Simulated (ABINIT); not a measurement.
# RbIO3 (R3m): a self-consistent loop beyond G0W0, cycle by cycle, part 2 of 3

How far does self-consistency move the gap of RbIO3 (R3m)?

ABINIT 10.8.3; LDA and many-body steps on it, plane waves. Known limits of the many-body steps: not at the basis limit; no spin-orbit coupling; coarse k mesh.

So far. Step 5 (evGW0, cycle 1): Against G0W0 in ABINIT (2×2×2 mesh, 78 bands, screening to 106.1 eV, Godby-Needs plasmon pole), the gap moves by +0.434 eV. This first cycle still uses the starting levels; it takes the full correction, at all points of the mesh, and its linearised value is 4.591 eV. Step 6 (evGW0, cycle 2): Against the cycle before, the gap moves by −0.241 eV.

## (7) evGW0, cycle 3

Level of this step: evGW0 on LDA, plane waves, norm-conserving pseudopotentials (ABINIT).

Contents of run.abi:

```
acell 3*1.0 Angstrom
rprim 
  3.187728926621 1.840436153888 2.622110720600
  -3.187728926621 1.840436153888 2.622110720600
  -0.000000000000 -3.680872307776 2.622110720600
ntypat 3
znucl 37 53 8
natom 5
typat 1 2 3 3 3
xred 
  0.515642950000 0.515642950000 0.515642950000
  0.001050200000 0.001050200000 0.001050200000
  0.036532590000 0.601941670000 0.036532590000
  0.036532590000 0.036532590000 0.601941670000
  0.601941670000 0.036532590000 0.036532590000
pp_dirpath "pseudos"
pseudos "Rb.upf, I.upf, O.upf"
ecut 36
ngkpt 2 2 2
nshiftk 1
shiftk 0 0 0
kptopt 1
chksymbreak 0
istwfk *1
occopt 1
irdwfk 1
optdriver 4
nband 78
gwcalctyp 10
ecutsigx 36
symsigma 1
nkptgw 4
kptgw 
  0.0000000000 0.0000000000 0.0000000000
  0.5000000000 0.0000000000 0.0000000000
  0.5000000000 0.5000000000 0.0000000000
  0.5000000000 0.5000000000 0.5000000000
bdgw 
  5 23
  5 23
  5 23
  5 23
ecuteps 3.9
irdscr 1
ppmodel 1
irdqps 1
indata_prefix "in"
outdata_prefix "out"
tmpdata_prefix "tmp"
```

The run is started by

```
$ OMP_NUM_THREADS=1 mpirun -n 4 abinit run.abi > log
```

Log:

```text
.Version 10.8.3 of ABINIT. v10.8.2 released Aug 2026.

 Symmetries : space group R3 m (#160); Bravais hR (rhombohedral)
[... echo of the input left out ...]
== DATASET  1 ==================================================================
-   mpi_nproc: 4, omp_nthreads: 1 (-1 if OMP is not activated)

--- !DatasetInfo
iteration_state: {dtset: 1, }
dimensions: {natom: 5, nkpt: 4, mband: 78, nsppol: 1, nspinor: 1, nspden: 1, mpw: 6444, }
cutoff_energies: {ecut:  36.0, pawecutdg:  -1.0, }
[...]
.  kptgw no:  2; Maximum DeltaE = (   0.005  -0.000) for band index:  1
.  kptgw no:  3; Maximum DeltaE = (   0.020  -0.000) for band index:  1
.  kptgw no:  4; Maximum DeltaE = (  -0.006   0.001) for band index:  7

== END DATASET(S) ==============================================================
================================================================================

 -outvars: echo values of variables after computation  --------
           etotal      0.0000000000E+00
            nband          78
             nkpt           4
          spgroup         160
 [... the other variables as echoed above ...]

 Calculation completed.
```

The job ended after 24 s (4 MPI ranks of Arm Neoverse V2, shared host; peak memory 1.1 GiB).

Numbers from this step:

```yaml
quasiparticle_gap_on_the_mesh: 4.808 eV
gap_of_the_density_functional_on_the_mesh: 2.723 eV
k_of_the_valence_top: 0.5, 0.5, 0.5
k_of_the_conduction_bottom: 0.5, 0.5, 0.5
least_direct_quasiparticle_gap_on_the_computed_points: 4.808 eV
```

Against the cycle before, the gap moves by +0.024 eV.

## (8) evGW0, cycle 4

run.abi is that of step 7.

Log:

```text
.Version 10.8.3 of ABINIT. v10.8.2 released Aug 2026.

 Symmetries : space group R3 m (#160); Bravais hR (rhombohedral)
[... echo of the input left out ...]
== DATASET  1 ==================================================================
-   mpi_nproc: 4, omp_nthreads: 1 (-1 if OMP is not activated)

--- !DatasetInfo
iteration_state: {dtset: 1, }
dimensions: {natom: 5, nkpt: 4, mband: 78, nsppol: 1, nspinor: 1, nspden: 1, mpw: 6444, }
cutoff_energies: {ecut:  36.0, pawecutdg:  -1.0, }
[...]
.  kptgw no:  2; Maximum DeltaE = (   0.000   0.000) for band index:  7
.  kptgw no:  3; Maximum DeltaE = (  -0.002  -0.000) for band index:  1
.  kptgw no:  4; Maximum DeltaE = (   0.006  -0.002) for band index:  5

== END DATASET(S) ==============================================================
================================================================================

 -outvars: echo values of variables after computation  --------
           etotal      0.0000000000E+00
            nband          78
             nkpt           4
          spgroup         160
 [... the other variables as echoed above ...]

 Calculation completed.
```

Run time: 24 s. Hardware: 4 MPI ranks; peak memory 1.1 GiB.

Numbers from this step:

| Item | Value |
| --- | --- |
| quasiparticle gap on the mesh | 4.805 eV |
| gap of the density functional on the mesh | 2.723 eV |
| k of the valence top | 0.5, 0.5, 0.5 |
| k of the conduction bottom | 0.5, 0.5, 0.5 |
| least direct quasiparticle gap on the computed points | 4.805 eV |

Against the cycle before, the gap moves by −0.003 eV.

## (9) Screening, 2×2×2 mesh, 78 bands, screening to 106.1 eV

This step: RPA screening on LDA, plane waves, norm-conserving pseudopotentials.

Changes to run.abi since step 8:

```diff
@@ -26,22 +26,13 @@
 irdwfk 1
-optdriver 4
+optdriver 3
 nband 78
+ecuteps 3.9
+inclvkb 2
+awtr 1
+symchi 1
 gwcalctyp 10
-ecutsigx 36
-symsigma 1
-nkptgw 4
-kptgw 
-  0.0000000000 0.0000000000 0.0000000000
-  0.5000000000 0.0000000000 0.0000000000
-  0.5000000000 0.5000000000 0.0000000000
-  0.5000000000 0.5000000000 0.5000000000
-bdgw 
-  5 23
-  5 23
-  5 23
-  5 23
-ecuteps 3.9
-irdscr 1
-ppmodel 1
-irdqps 1
+mbpt_sciss 2.118 eV
+nqptdm 1
+qptdm 
+  0 0 0
 indata_prefix "in"
```

Log:

```text
.Version 10.8.3 of ABINIT. v10.8.2 released Aug 2026.

 Symmetries : space group R3 m (#160); Bravais hR (rhombohedral)
[... echo of the input left out ...]
== DATASET  1 ==================================================================
-   mpi_nproc: 4, omp_nthreads: 1 (-1 if OMP is not activated)

--- !DatasetInfo
iteration_state: {dtset: 1, }
dimensions: {natom: 5, nkpt: 4, mband: 78, nsppol: 1, nspinor: 1, nspden: 1, mpw: 6444, }
cutoff_energies: {ecut:  36.0, pawecutdg:  -1.0, }
electrons: {nelect:   3.40000000E+01, charge:   0.00000000E+00, occopt:   1.00000000E+00, tsmear:   1.00000000E-02, }

 SCREENING: Calculation of the susceptibility and dielectric matrices

 Based on a program developped by R.W. Godby, V. Olevano, G. Onida, and L. Reining.
 Incorporated in ABINIT by V. Olevano, G.-M. Rignanese, and M. Torrent.
.Using double precision arithmetic ; gwpc =  8

[... cell and pseudopotentials left out ...]
--------------------------------------------------------------------------------

 ==== K-mesh for the wavefunctions ====
 Number of points in the irreducible wedge :     4
[... list of points left out ...]
 Together with  6 symmetry operations and time-reversal symmetry
 yields     8 points in the full Brillouin Zone.

 ==== Q-mesh for the screening function ====
 Number of points in the irreducible wedge :     4
[... list of points left out ...]
 Together with  6 symmetry operations and time-reversal symmetry
 yields     8 points in the full Brillouin Zone.

 setmesh: FFT mesh size selected  =    32x   32x   32
          total number of points  =        32768

 vcoul_init : cutoff-mode = AUXILIARY_FUNCTION
 q-points for optical limit:   1
     1)      0.000010    0.000020    0.000030

 Dielectric matrix will be calculated only for some
 selected q points provided by the user through the input variables
 nqptdm and qptdm

- screening: taking advantage of time-reversal symmetry
- Maximum band index for partially occupied states nbvw = 17
- Remaining bands to be divided among processors   nbcw = 61
- Number of bands treated by each node ~15

 rdqps: reading QP wavefunctions of the previous step
        looking for file in_QPS
 file not found, 1st iteration initialized with KS eigenelements

 screening : performing a first self-consistency
 update of the energies in W by a scissor operator
 applying a scissor operator of [eV] :   2.118

 Number of electrons calculated from density =   34.0000; Expected =   34.0000
 average of density, n =  0.054586
 r_s =    1.6354
 omega_plasma =   22.5369 [eV]

 calculating chi0 at frequencies [eV] :
  1    0.000000E+00    0.000000E+00
  2    0.000000E+00    2.253692E+01

--------------------------------------------------------------------------------
  q-point number  1        q = ( 0.000000, 0.000000, 0.000000) [r.l.u.]
--------------------------------------------------------------------------------
[... chi0 elements left out ...]
 For q-point:  0.000010 0.000020 0.000030
  dielectric constant =   3.3254
  dielectric constant without local fields =   3.7980

  Average fulfillment of the sum rule on Im[epsilon] for q-point    1 :     57.30  [%]
[... wings left out ...]
== END DATASET(S) ==============================================================
================================================================================

 -outvars: echo values of variables after computation  --------
           etotal      0.0000000000E+00
            nband          78
             nkpt           4
          spgroup         160
 [... the other variables as echoed above ...]

 Calculation completed.
```

Elapsed: 6.7 s, on 4 MPI ranks; peak memory 0.74 GiB.

Numbers from this step:

```
ε∞ with local fields, on this mesh, along the program's q direction : 3.325
the same without local fields                                       : 3.798
plasma frequency                                                    : 22.54 eV
plane waves in the screening matrix                                 : 251
```

This screening uses the functional's bands under a rigid shift, the mean opening of the cycle before.

## (10) Screening, 2×2×2 mesh, 78 bands, screening to 106.1 eV

This step: RPA screening on LDA from quasiparticle energies, plane waves, norm-conserving pseudopotentials.

Changes to run.abi since step 9:

```diff
@@ -32,7 +32,9 @@
 symchi 1
+irdqps 1
 gwcalctyp 10
-mbpt_sciss 2.118 eV
-nqptdm 1
+nqptdm 3
 qptdm 
-  0 0 0
+  0.5000000000 0.0000000000 0.0000000000
+  0.5000000000 0.5000000000 0.0000000000
+  0.5000000000 0.5000000000 0.5000000000
 indata_prefix "in"
```

Contents of mrgscr.stdin:

```
2
merged
q0_SCR
out_SCR
1
```

The run is started by

```
$ OMP_NUM_THREADS=1 mpirun -n 4 abinit run.abi > log; mrgscr < mrgscr.stdin
```

Log:

```text
.Version 10.8.3 of ABINIT. v10.8.2 released Aug 2026.

 Symmetries : space group R3 m (#160); Bravais hR (rhombohedral)
[... echo of the input left out ...]
== DATASET  1 ==================================================================
-   mpi_nproc: 4, omp_nthreads: 1 (-1 if OMP is not activated)

--- !DatasetInfo
iteration_state: {dtset: 1, }
dimensions: {natom: 5, nkpt: 4, mband: 78, nsppol: 1, nspinor: 1, nspden: 1, mpw: 6444, }
cutoff_energies: {ecut:  36.0, pawecutdg:  -1.0, }
[...]
q-point number  1        q = ( 0.500000, 0.000000, 0.000000) [r.l.u.]
--------------------------------------------------------------------------------
[... chi0 elements left out ...]
  Average fulfillment of the sum rule on Im[epsilon] for q-point    2 :     67.26  [%]

--------------------------------------------------------------------------------
  q-point number  2        q = ( 0.500000, 0.500000, 0.000000) [r.l.u.]
--------------------------------------------------------------------------------
[... chi0 elements left out ...]
  Average fulfillment of the sum rule on Im[epsilon] for q-point    3 :     64.21  [%]

 [... 1 further q-points ...]
```

Wall time 4.2 s (4 MPI ranks); peak memory 0.56 GiB.

Numbers from this step:

- plasma frequency: 22.54 eV
- plane waves in the screening matrix: 251

This screening reads the quasiparticle levels of the cycle before.

## (11) evGW, cycle 1

This step: evGW on LDA, plane waves, norm-conserving pseudopotentials.

Changes to run.abi since step 10:

```diff
@@ -26,12 +26,10 @@
 irdwfk 1
-optdriver 3
+optdriver 4
 nband 78
-ecuteps 3.9
-inclvkb 2
-awtr 1
-symchi 1
-irdqps 1
 gwcalctyp 10
-nqptdm 3
-qptdm 
+ecutsigx 36
+symsigma 1
+nkptgw 4
+kptgw 
+  0.0000000000 0.0000000000 0.0000000000
   0.5000000000 0.0000000000 0.0000000000
@@ -39,2 +37,11 @@
   0.5000000000 0.5000000000 0.5000000000
+bdgw 
+  5 23
+  5 23
+  5 23
+  5 23
+ecuteps 3.9
+irdscr 1
+ppmodel 1
+irdqps 1
 indata_prefix "in"
```

The run is started by

```
$ OMP_NUM_THREADS=1 mpirun -n 4 abinit run.abi > log
```

Log:

```text
.Version 10.8.3 of ABINIT. v10.8.2 released Aug 2026.

 Symmetries : space group R3 m (#160); Bravais hR (rhombohedral)
[... echo of the input left out ...]
== DATASET  1 ==================================================================
-   mpi_nproc: 4, omp_nthreads: 1 (-1 if OMP is not activated)

--- !DatasetInfo
iteration_state: {dtset: 1, }
dimensions: {natom: 5, nkpt: 4, mband: 78, nsppol: 1, nspinor: 1, nspden: 1, mpw: 6444, }
cutoff_energies: {ecut:  36.0, pawecutdg:  -1.0, }
[...]
.  kptgw no:  2; Maximum DeltaE = (   0.170  -0.000) for band index:  1
.  kptgw no:  3; Maximum DeltaE = (   0.206  -0.000) for band index:  1
.  kptgw no:  4; Maximum DeltaE = (   0.202  -0.000) for band index:  1

== END DATASET(S) ==============================================================
================================================================================

 -outvars: echo values of variables after computation  --------
           etotal      0.0000000000E+00
            nband          78
             nkpt           4
          spgroup         160
 [... the other variables as echoed above ...]

 Calculation completed.
```

Run time: 24 s. Hardware: 4 MPI ranks; peak memory 1.1 GiB.

This step gave:

* quasiparticle gap on the mesh: 5.2 eV
* gap of the density functional on the mesh: 2.723 eV
* k of the valence top: 0.5, 0.5, 0.5
* k of the conduction bottom: 0.5, 0.5, 0.5
* least direct quasiparticle gap on the computed points: 5.2 eV

Against G0W0 in ABINIT (2×2×2 mesh, 78 bands, screening to 106.1 eV, Godby-Needs plasmon pole), the gap moves by +0.609 eV.

## (12) Screening, 2×2×2 mesh, 78 bands, screening to 106.1 eV

This step: RPA screening on LDA, plane waves, norm-conserving pseudopotentials.

Changes to run.abi since step 11:

```diff
@@ -26,22 +26,13 @@
 irdwfk 1
-optdriver 4
+optdriver 3
 nband 78
+ecuteps 3.9
+inclvkb 2
+awtr 1
+symchi 1
 gwcalctyp 10
-ecutsigx 36
-symsigma 1
-nkptgw 4
-kptgw 
-  0.0000000000 0.0000000000 0.0000000000
-  0.5000000000 0.0000000000 0.0000000000
-  0.5000000000 0.5000000000 0.0000000000
-  0.5000000000 0.5000000000 0.5000000000
-bdgw 
-  5 23
-  5 23
-  5 23
-  5 23
-ecuteps 3.9
-irdscr 1
-ppmodel 1
-irdqps 1
+mbpt_sciss 2.574 eV
+nqptdm 1
+qptdm 
+  0 0 0
 indata_prefix "in"
```

Log:

```text
.Version 10.8.3 of ABINIT. v10.8.2 released Aug 2026.

 Symmetries : space group R3 m (#160); Bravais hR (rhombohedral)
[... echo of the input left out ...]
== DATASET  1 ==================================================================
-   mpi_nproc: 4, omp_nthreads: 1 (-1 if OMP is not activated)

--- !DatasetInfo
iteration_state: {dtset: 1, }
dimensions: {natom: 5, nkpt: 4, mband: 78, nsppol: 1, nspinor: 1, nspden: 1, mpw: 6444, }
cutoff_energies: {ecut:  36.0, pawecutdg:  -1.0, }
[...]
[... chi0 elements left out ...]
 For q-point:  0.000010 0.000020 0.000030
  dielectric constant =   3.2254
  dielectric constant without local fields =   3.6667

  Average fulfillment of the sum rule on Im[epsilon] for q-point    1 :     58.35  [%]
[... wings left out ...]
== END DATASET(S) ==============================================================
================================================================================

 -outvars: echo values of variables after computation  --------
           etotal      0.0000000000E+00
            nband          78
             nkpt           4
          spgroup         160
 [... the other variables as echoed above ...]

 Calculation completed.
```

It took 6.7 s on 4 MPI ranks; peak memory 0.74 GiB; 27 s of CPU time.

This step gave:

| Item | Value |
| --- | --- |
| ε∞ with local fields, on this mesh, along the program's q direction | 3.225 |
| the same without local fields | 3.667 |
| plasma frequency | 22.54 eV |
| plane waves in the screening matrix | 251 |

This screening uses the functional's bands under a rigid shift, the mean opening of the cycle before.

## (13) Screening, 2×2×2 mesh, 78 bands, screening to 106.1 eV

This step: RPA screening on LDA from quasiparticle energies, plane waves, norm-conserving pseudopotentials.

Changes to run.abi since step 12:

```diff
@@ -32,7 +32,9 @@
 symchi 1
+irdqps 1
 gwcalctyp 10
-mbpt_sciss 2.574 eV
-nqptdm 1
+nqptdm 3
 qptdm 
-  0 0 0
+  0.5000000000 0.0000000000 0.0000000000
+  0.5000000000 0.5000000000 0.0000000000
+  0.5000000000 0.5000000000 0.5000000000
 indata_prefix "in"
```

mrgscr.stdin is that of step 10.

The run is started by

```
$ OMP_NUM_THREADS=1 mpirun -n 4 abinit run.abi > log; mrgscr < mrgscr.stdin
```

Log:

```text
.Version 10.8.3 of ABINIT. v10.8.2 released Aug 2026.

 Symmetries : space group R3 m (#160); Bravais hR (rhombohedral)
[... echo of the input left out ...]
== DATASET  1 ==================================================================
-   mpi_nproc: 4, omp_nthreads: 1 (-1 if OMP is not activated)

--- !DatasetInfo
iteration_state: {dtset: 1, }
dimensions: {natom: 5, nkpt: 4, mband: 78, nsppol: 1, nspinor: 1, nspden: 1, mpw: 6444, }
cutoff_energies: {ecut:  36.0, pawecutdg:  -1.0, }
[...]
q-point number  1        q = ( 0.500000, 0.000000, 0.000000) [r.l.u.]
--------------------------------------------------------------------------------
[... chi0 elements left out ...]
  Average fulfillment of the sum rule on Im[epsilon] for q-point    2 :     68.51  [%]

--------------------------------------------------------------------------------
  q-point number  2        q = ( 0.500000, 0.500000, 0.000000) [r.l.u.]
--------------------------------------------------------------------------------
[... chi0 elements left out ...]
  Average fulfillment of the sum rule on Im[epsilon] for q-point    3 :     65.32  [%]

 [... 1 further q-points ...]
```

Wall time 4.2 s (4 MPI ranks); peak memory 0.57 GiB; 16 s of CPU time.

This step gave:

| Item | Value |
| --- | --- |
| plasma frequency | 22.54 eV |
| plane waves in the screening matrix | 251 |

This screening reads the quasiparticle levels of the cycle before.

## (14) evGW, cycle 2

This step: evGW on LDA, plane waves, norm-conserving pseudopotentials.

Changes to run.abi since step 13:

```diff
@@ -26,12 +26,10 @@
 irdwfk 1
-optdriver 3
+optdriver 4
 nband 78
-ecuteps 3.9
-inclvkb 2
-awtr 1
-symchi 1
-irdqps 1
 gwcalctyp 10
-nqptdm 3
-qptdm 
+ecutsigx 36
+symsigma 1
+nkptgw 4
+kptgw 
+  0.0000000000 0.0000000000 0.0000000000
   0.5000000000 0.0000000000 0.0000000000
@@ -39,2 +37,11 @@
   0.5000000000 0.5000000000 0.5000000000
+bdgw 
+  5 23
+  5 23
+  5 23
+  5 23
+ecuteps 3.9
+irdscr 1
+ppmodel 1
+irdqps 1
 indata_prefix "in"
```

The run is started by

```
$ OMP_NUM_THREADS=1 mpirun -n 4 abinit run.abi > log
```

Log:

```text
.Version 10.8.3 of ABINIT. v10.8.2 released Aug 2026.

 Symmetries : space group R3 m (#160); Bravais hR (rhombohedral)
[... echo of the input left out ...]
== DATASET  1 ==================================================================
-   mpi_nproc: 4, omp_nthreads: 1 (-1 if OMP is not activated)

--- !DatasetInfo
iteration_state: {dtset: 1, }
dimensions: {natom: 5, nkpt: 4, mband: 78, nsppol: 1, nspinor: 1, nspden: 1, mpw: 6444, }
cutoff_energies: {ecut:  36.0, pawecutdg:  -1.0, }
[...]
.  kptgw no:  2; Maximum DeltaE = (  -0.040   0.005) for band index:  5
.  kptgw no:  3; Maximum DeltaE = (  -0.029   0.003) for band index:  5
.  kptgw no:  4; Maximum DeltaE = (  -0.038  -0.000) for band index:  7

== END DATASET(S) ==============================================================
================================================================================

 -outvars: echo values of variables after computation  --------
           etotal      0.0000000000E+00
            nband          78
             nkpt           4
          spgroup         160
 [... the other variables as echoed above ...]

 Calculation completed.
```

Wall time 24 s (4 MPI ranks); peak memory 1.1 GiB; 96 s of CPU time.

This step gave:

- quasiparticle gap on the mesh: 5.249 eV
- gap of the density functional on the mesh: 2.723 eV
- k of the valence top: 0.5, 0.5, 0.5
- k of the conduction bottom: 0.5, 0.5, 0.5
- least direct quasiparticle gap on the computed points: 5.249 eV

Against the cycle before, the gap moves by +0.049 eV.

(Part 2 of 3 ends here.)

[Paths, hosts, dates, memory and timing lines, banners, echoed tables and standing remarks are left out of the program output.]

[Logs are printed without paths, hosts, clocks, repeated set-up lines and the standing remarks that a program may print on its own settings, such as how far it seeks lower states.]

[Runs of the session that timed out or met a known fault of the program may be left out.]

[Hosts, paths, dates, database ids (printed as entryN), source tags and the programs' standing remarks are cut or masked in the printed files.]

[G0W0 gaps are taken among the corrected bands and points alone; a level outside them can change the order at an edge.]

[Where Ansatz stands beside ABINIT at settings called matched, ABINIT's density can come from a denser mesh and the files from another edition; pairs whose starting gaps differed by over 0.03 eV were left out, so agreement reads better than it is.]
